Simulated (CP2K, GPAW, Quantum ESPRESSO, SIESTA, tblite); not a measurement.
## Twisted graphene bilayer, 32.20° (156 atoms) in other programs, against a plane-wave reference

How near do other programs and methods come to a plane-wave reference for twisted graphene bilayer, 32.20° (156 atoms)? A plane-wave run serves as the reference.

Program: Quantum ESPRESSO 7.5. Level of theory: Kohn-Sham DFT, PBE, SSSP efficiency 1.3.0 pseudopotentials, plane waves. Results are calculated unless marked as measured.

## (1) Starting point

The cell holds 156 atoms: 156 C. Its edges and angles: a = 15.363 Å, b = 15.363 Å, c = 15.530 Å, α = 90.0°, β = 90.0°, γ = 120.0°. It derives from C (graphene). Graphene (a = 2.46 Å) under graphene (a = 2.46 Å), bilayer, commensurate cell of 39 unit cells a layer, twist 32.20 deg; facing planes 3.53 Å apart as built; 12 Å of vacuum; minimised with a classical potential. Then every atom was moved at random, 0.03 Å r.m.s. a Cartesian component. Regions: layer 1, 78 atoms (78 C); layer 2, 78 atoms (78 C). Vacuum lies along c.

## (2) The reference run

The input, pw.in:

```
&control
  calculation = 'scf'
  pseudo_dir = './pseudo'
  outdir = './tmp'
  disk_io = 'none'
  tprnfor = .true.
/
&system
  ibrav = 0
  nat = 156
  ntyp = 1
  ecutwfc = 45
  ecutrho = 360
  nosym = .true.
  occupations = 'smearing'
  smearing = 'fd'
  degauss = 0.003675
/
&electrons
  conv_thr = 7.8e-07
  electron_maxstep = 100
  mixing_beta = 0.2
  mixing_mode = 'local-TF'
  diagonalization = 'david'
/
ATOMIC_SPECIES
C 12.011 C.upf
CELL_PARAMETERS angstrom
15.36270 0.00000 0.00000
-7.68135 13.30449 0.00000
0.00000 0.00000 15.53000
ATOMIC_POSITIONS crystal
C 0.10509 0.69742 0.39062
C 0.12741 0.61449 0.38966
C 0.15477 0.87732 0.39034
C 0.18026 0.79760 0.39180
C 0.20420 0.04979 0.38751
C 0.22748 0.97234 0.38902
C 0.07876 0.10388 0.38923
C 0.10132 0.02348 0.39048
C 0.12752 0.28502 0.38801
C 0.14838 0.20442 0.39063
C 0.17810 0.46301 0.38797
C 0.20381 0.38253 0.38981
[... 140 atom lines left out ...]
C 0.00008 0.66745 0.60944
C 0.02645 0.77228 0.61155
C 0.94451 0.79344 0.60484
C 0.97154 0.89318 0.61196
K_POINTS gamma
```

On the command line:

```console
> OMP_NUM_THREADS=1 mpirun -np 4 pw.x -in pw.in > output.txt
```

Output:

```text
Program PWSCF
     gamma-point specific algorithms are used
     one sub-group per band group will be used
     scalapack distributed-memory algorithm (size of sub-group:  2*  2 procs)
     Parallelization info
     sticks:   dense  smooth     PW     G-vecs:    dense   smooth      PW
     Min        5222    2607    646               617762   218378   27242
     Max        5224    2610    648               617772   218384   27256
     Sum       20893   10435   2587              2471073   873527  108993
     bravais-lattice index     =            0
     lattice parameter (alat)  =      29.0313  a.u.
     unit-cell volume          =   21420.7088 (a.u.)^3
     number of atoms/cell      =          156
     number of atomic types    =            1
[... lines left out ...]
     scf convergence threshold =      7.8E-07
[... lines left out ...]
     number of k points=     1  Fermi-Dirac smearing, width (Ry)=  0.0037
[... lines left out ...]
     total energy              =   -2881.33307394 Ry
[... lines left out ...]
     total energy              =   -2874.23165059 Ry
[... lines left out ...]
     total energy              =   -2876.29584940 Ry
[... lines left out ...]
     c_bands:  1 eigenvalues not converged
[... lines left out ...]
     total energy              =   -2876.17034308 Ry
[... lines left out ...]
     total energy              =   -2876.17034377 Ry
[... lines left out ...]
     iteration # 21     ecut=    45.00 Ry     beta= 0.20
     negative rho (up, down):  7.240E-03 0.000E+00
     End of self-consistent calculation
          k = 0.0000 0.0000 0.0000 ( 54497 PWs)   bands (ev):
   -19.0253 -18.8926 -18.5209 -18.4742 -18.4563 -18.4174 -18.3738 -18.3666
   -18.3448 -18.3148 -18.2905 -18.2609 -18.2242 -18.2126 -17.3179 -17.3030
   -17.2619 -17.2211 -17.1957 -17.1596 -17.1389 -17.1071 -17.0934 -17.0672
[...]
4.0276   4.4774   4.6578   4.6662   4.6703   4.6721   4.6808   4.6848
     5.2723   5.2845   5.2895   5.2920   5.2964   5.3012   5.3057   5.8823
     5.8974   5.9334   5.9630   5.9844   6.0471   6.0636
     the Fermi energy is     0.6185 ev
!    total energy              =   -2876.17034360 Ry
     total all-electron energy =    -11887.369604 Ry
     estimated scf accuracy    <       0.00000032 Ry
     smearing contrib. (-TS)   =      -0.02860790 Ry
     internal energy E=F+TS    =   -2876.14173569 Ry
     The total energy is F=E-TS. E is the sum of the following terms:
     one-electron contribution =  -12507.27113371 Ry
     hartree contribution      =    6434.87846558 Ry
     xc contribution           =    -724.55917832 Ry
     ewald contribution        =    4882.91926626 Ry
     one-center paw contrib.   =    -962.10915550 Ry
     convergence has been achieved in  21 iterations
     negative rho (up, down):  7.240E-03 0.000E+00
     Forces acting on atoms (cartesian axes, Ry/au):
     atom    1 type  1   force =    -0.05589029   -0.10289975   -0.01494133
     atom    2 type  1   force =    -0.02156420    0.07369271    0.00379773
     atom    3 type  1   force =     0.04486405   -0.17086227   -0.00610554
[...]
atom  155 type  1   force =     0.09747623    0.01130366    0.05224399
     atom  156 type  1   force =    -0.00307570    0.11348442   -0.03625986
     Total force =     1.426484     Total SCF correction =     0.000906
     Message from routine punch:
     Nothing written, as per user request (disk_io='none')
```

Wall time 11 min (4 MPI ranks of Arm Neoverse V1, shared host); peak memory 11 GiB.

Banners, paths, timers and routine set-up lines are dropped from the logs unmarked, and long logs keep their key lines alone; longer cuts are marked.

Numbers from this run:

| Quantity | Value |
| --- | --- |
| r.m.s. force component | 1.695 eV/Å |
| longest force | 6.809 eV/Å |

## (3) Structure statistics

Normalised to the volume that the atoms fill. Pair distribution function in bins of 0.2 Å:

```csv
r (Å),total
1.30,1.43
1.50,2.88
1.70,0.00
1.90,0.00
2.10,0.00
2.30,0.26
2.50,2.62
2.70,0.18
2.90,0.89
3.10,0.00
3.30,0.03
3.50,0.34
3.70,1.40
3.90,0.59
4.10,0.43
4.30,1.17
4.50,0.34
4.70,0.26
4.90,1.00
5.10,0.95
5.30,0.29
5.50,0.24
5.70,0.47
5.90,0.29
6.10,0.48
6.30,0.41
6.50,1.03
6.70,0.21
```

Bonds by pair of elements; cutoffs follow the first minimum of g(r), held within bounds set by covalent radii, and pairs that aren't listed don't count as bonded:

```csv
pair A-B,cutoff (Å),bonds,mean length (Å),spread (Å),shortest (Å),B about A,A about B
C-C,1.85,234,1.42,0.04,1.32,3,3
```

How many atoms have how many bonded neighbours:

```csv
element,mean,3
C,3,156
```

Rings of the network by King's shortest-path rule, up to 12 atoms, one path for each pair of neighbours; H, halogens, alkali and alkaline-earth atoms are left out, and the last column divides by all other atoms, bonded or not:

```csv
ring size (atoms),rings,per network atom
6,78,0.5
```

## (4) What was run beside it

The programs:
- CP2K 2026.2: Gaussian basis with GTH pseudopotentials and a plane-wave density; labels give functional, basis (MOLOPT sets; SR short-range, UZH the newer set with its own potentials), grid cutoff/relative cutoff and solver (OT: orbital transformation; TRS4, TC2, SIGN: linear-scaling purification with its sparsity filter), or its built-in tight binding.
- GPAW 26.7.0: PAW with atomic orbitals (LCAO), plane waves or a real-space grid of spacing h.
- SIESTA 5.4.2: numerical atomic orbitals, whose automatically made sets are far from complete, with PseudoDojo norm-conserving potentials that we converted to its format (checked against plane waves on the same files for H, C, O, Si, Ge and Ca alone); labels give functional, basis size, energy shift and mesh cutoff.
- tblite 0.8.0: extended tight binding, driven from Python.

All use the same cell and atoms; the electronic-structure runs use the same k-mesh, and an electronic temperature of 580 K (0.05 eV) where levels are smeared.

Differences are against the plane-wave reference, forces as r.m.s. over components; share is that over the reference's r.m.s. force, slope the least-squares factor from reference forces to these. Total energies of different programs have different zeros and aren't compared.

```csv
run,"Δ force, r.m.s. (meV/Å)",share (%),slope,cores,CPU time,memory (GiB)
reference,-,-,-,4,45 min,11
"CP2K PBE+D4, DZVP-MOLOPT-SR, 450/50 Ry, diagonalisation",50.0,2.95,1.015,4,12 min,8.2
"CP2K PBE, DZVP-MOLOPT-SR, 157/50 Ry, diagonalisation (coarse)",48.0,2.83,1.016,4,9 min,2.7
"CP2K PBE, DZVP-MOLOPT-SR, 450/30 Ry, diagonalisation (coarse)",30.4,1.79,1.015,4,9.7 min,8.1
"CP2K PBE, DZVP-MOLOPT-SR, 450/50 Ry, diagonalisation",30.4,1.80,1.015,4,11 min,8.1
"CP2K PBE, DZVP-MOLOPT-SR, 630/50 Ry, diagonalisation",30.4,1.79,1.015,4,15 min,13
"CP2K PBE, SZV-MOLOPT-SR, 450/50 Ry, diagonalisation (coarse)",452,26.6,1.261,2,4.6 min,6.2
"CP2K PBE, TZVP-MOLOPT, 450/50 Ry, diagonalisation",12.1,0.714,1.004,4,1.7 h,8.8
"CP2K SCAN, DZVP-UZH(SCAN), 600/50 Ry, diagonalisation",61.1,3.60,1.018,2,49 min,11
"GPAW PBE, LCAO dzp, h 0.2 Å",124,7.29,1.059,2,6.5 min,2.2
"GPAW PBE, LCAO dzp, h 0.22 Å (coarse)",121,7.13,1.056,2,5.8 min,1.9
"GPAW PBE, LCAO sz(dzp), h 0.2 Å (coarse)",550,32.4,1.252,1,91 s,1.2
"GPAW RPBE, LCAO dzp, h 0.2 Å",138,8.13,1.066,2,6.5 min,2.2
"SIESTA PBE, DZ, shift 0.01 Ry, mesh 300 Ry (coarse)",271,16.0,1.147,2,2.5 min,1.2
"SIESTA PBE, DZP, shift 0.01 Ry, mesh 300 Ry",214,12.6,1.104,4,7.7 min,2.2
"SIESTA PBE, SZP, shift 0.01 Ry, mesh 300 Ry (coarse)",443,26.1,1.191,2,5.2 min,1.6
"SIESTA PBEsol, DZP, shift 0.01 Ry, mesh 300 Ry",239,14.1,1.113,4,7.7 min,2.2
tblite GFN1-xTB,123,7.27,0.961,1,4 s,0.14
tblite GFN2-xTB,134,7.88,0.952,1,8.6 s,0.16
```

Rows marked coarse were listed beforehand as settings not expected to be converged; some can still land near the reference.

CPU time is summed over cores on a shared host, where runs went side by side, so it is rough. Symmetry, cutoffs, thresholds, outputs and thread counts weren't matched or tuned between programs; memory under MPI is the largest rank's times the ranks.

Within one program, basis, potentials and functional, energies share a zero. Each run against its twin at the usual cutoff or grid and solver:

```csv
run,twin,Δ energy (meV/atom),"Δ force, r.m.s. (meV/Å)",CPU time over the twin's
"CP2K PBE, DZVP-MOLOPT-SR, 157/50 Ry, diagonalisation","DZVP-MOLOPT-SR, 450/50 Ry, diagonalisation",-0.513,35.7,0.79
"CP2K PBE, DZVP-MOLOPT-SR, 450/30 Ry, diagonalisation","DZVP-MOLOPT-SR, 450/50 Ry, diagonalisation",-0.130,0.431,0.84
"CP2K PBE, DZVP-MOLOPT-SR, 630/50 Ry, diagonalisation","DZVP-MOLOPT-SR, 450/50 Ry, diagonalisation",-9.0e-4,0.623,1.3
"GPAW PBE, LCAO dzp, h 0.22 Å","LCAO dzp, h 0.2 Å",93.9,23.9,0.9
```

## (5) Summary of results

| Property | Result |
| --- | --- |
| reference r.m.s. force component | 1.70 eV/Å |
| nearest in forces | CP2K PBE, TZVP-MOLOPT, 450/50 Ry, diagonalisation, 0.71 % |
| farthest in forces | GPAW PBE, LCAO sz(dzp), h 0.2 Å (coarse), 32 % |
| cheapest electronic-structure run beside the reference | tblite GFN1-xTB, 4 s of CPU time |

The PBE runs in local orbitals, coarse settings apart, differ by 0.71 % (CP2K PBE, TZVP-MOLOPT, 450/50 Ry, diagonalisation) to 13 % (SIESTA PBE, DZP, shift 0.01 Ry, mesh 300 Ry); basis, grid and potentials can all enter. Tight binding differs by 7.3 % (tblite GFN1-xTB) to 7.9 % (tblite GFN2-xTB); it is another model, with fitted parameters of its own, and the xTB methods hold dispersion. Rows with another functional or a dispersion term differ by 3.0 % (CP2K PBE+D4, DZVP-MOLOPT-SR, 450/50 Ry, diagonalisation) to 14 % (SIESTA PBEsol, DZP, shift 0.01 Ry, mesh 300 Ry), which mixes the change of model with differences of basis and potentials. Runs with settings chosen to be coarse differ by 1.8 % (CP2K PBE, DZVP-MOLOPT-SR, 450/30 Ry, diagonalisation) to 32 % (GPAW PBE, LCAO sz(dzp), h 0.2 Å), their programs' other errors included. Of the electronic-structure runs that take under half the reference's CPU time, CP2K PBE, DZVP-MOLOPT-SR, 450/30 Ry, diagonalisation is among the nearest, at 1.8 % in 9.7 min against 45 min. CP2K PBE, SZV-MOLOPT-SR, 450/50 Ry, diagonalisation stiffens the forces by a factor of 1.26 while following their directions (correlation 0.999); the slopes of the 8 CP2K runs lie between 1.00 and 1.26. In the reference: no gap is quoted, since levels at the Fermi energy are partly filled. In the reference: the first peak of g(r) lies near 1.42 Å. Periodic xTB results under one method name differ between programs and library versions. The reference's PBE has no dispersion term, which matters for the binding between molecules or layers. The electronic-structure runs sample only Γ, in a cell whose shortest periodic width is 13 Å, which is coarse for a cell with partly filled levels.

[Also dropped from logs without a mark: logging warnings of Python, and SIESTA's first energy breakdown and zero terms.]

[Logs are printed without paths, hosts, clocks, repeated set-up lines and the standing remarks that a program may print on its own settings, such as how far it seeks lower states.]

[Hosts, paths, dates, database ids (printed as entryN), source tags and the programs' standing remarks are cut or masked in the printed files.]
